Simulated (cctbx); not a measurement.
**Diagnosing a refinement**

Cell a = 4.6040 Å, b = 4.6040 Å, c = 7.9200 Å, α = 90.00°, β = 90.00°, γ = 120.00°; space group P-3m1 (no. 164). The compound is YbAl2Pb2.

The data are simulated with cctbx, not measured: Cu Kα, λ = 1.54184 Å, to d = 0.83 Å, 70 % of the full sphere, strongest reflection 5000 counts, noise from counting, a 4 % proportional error and a noise floor of 2 counts (s.d.); no absorption.

An anisotropic refinement with weights 1/σ² prints:

```text
Rint 0.039, 128 unique reflections to 0.83 A
cycle     R1     wR2    GooF  max shift (A)
   1  0.1147  0.2736   9.771   0.00775
   2  0.1159  0.2614   9.334   0.00002
final R1 0.1159 wR2 0.2614 GooF 9.334  parameters 5  data/parameter 25.6
atom        x        y        z      Ueq    occ   su(xyz)  su(Uiso or U11)
Pb1    0.33333  0.66667  0.26492   0.0019  1.000  0.00039  0.0018
Yb1    0.00000  0.00000  0.00000   0.0008  1.000  0.00000  0.0023
difference map: max 39.28 min -2.63 rms 2.10
Q1    0.3333  0.6667  0.6354    2   40.46  2.77 A from Pb1
Q2    0.3333  0.6667  0.2429    2   17.00  0.17 A from Pb1
Q3    0.0000  0.0000  0.0000    1    8.42  0.00 A from Yb1
Q4    0.0000  0.0000  0.5000    1    1.63  3.25 A from Pb1
Q5    0.0467  0.5233  0.7006    6    1.62  1.54 A from Pb1
Q6    0.0325  0.5163  0.5791    6    1.58  1.91 A from Pb1
```

Q: Accept it or mend it, and why?

Mend it. The fault: an atom left out, Al at (1/3, 2/3, 0.6351). Against the right model at the same level, R1 goes from 0.0106 to 0.1159 and GooF from 0.98 to 9.33 and the top difference peak, 40.5 e/Å³, lies 2.77 Å from Pb1. Q1 is the missing atom. With scattering power missing, scale and phases suffer, so peaks may also grow on the heavy atoms.

The compound is YbAl2Pb2. The right model at the same level gives:

```text
Rint 0.039, 128 unique reflections to 0.83 A
cycle     R1     wR2    GooF  max shift (A)
   1  0.0112  0.0279   1.010   0.00039
   2  0.0106  0.0270   0.977   0.00000
final R1 0.0106 wR2 0.0270 GooF 0.977  parameters 8  data/parameter 16.0
atom        x        y        z      Ueq    occ   su(xyz)  su(Uiso or U11)
Pb1    0.33333  0.66667  0.26392   0.0054  1.000  0.00004  0.0002
Yb1    0.00000  0.00000  0.00000   0.0046  1.000  0.00000  0.0002
Al1    0.33333  0.66667  0.63479   0.0140  1.000  0.00043  0.0009
difference map: max 0.91 min -0.95 rms 0.20
Q1    0.3333  0.6667  0.9182    2    0.93  2.24 A from Al1
Q2    0.0192  0.5096  0.2856    6    0.61  1.26 A from Pb1
Q3    0.2369  0.4738  0.5679    6    0.57  0.93 A from Al1
Q4    0.3333  0.6667  0.3343    2    0.45  0.56 A from Pb1
Q5    0.0847  0.5424  0.8975    6    0.45  2.10 A from Pb1
Q6    0.1648  0.3295  0.8813    6    0.44  1.62 A from Yb1
```

This is a model crystal, built by substitution and not relaxed, with assumed displacement parameters.

[Middle refinement cycles are left out of these outputs.]

[Logs are printed without paths, hosts, clocks, repeated set-up lines and the standing remarks that a program may print on its own settings, such as how far it seeks lower states.]
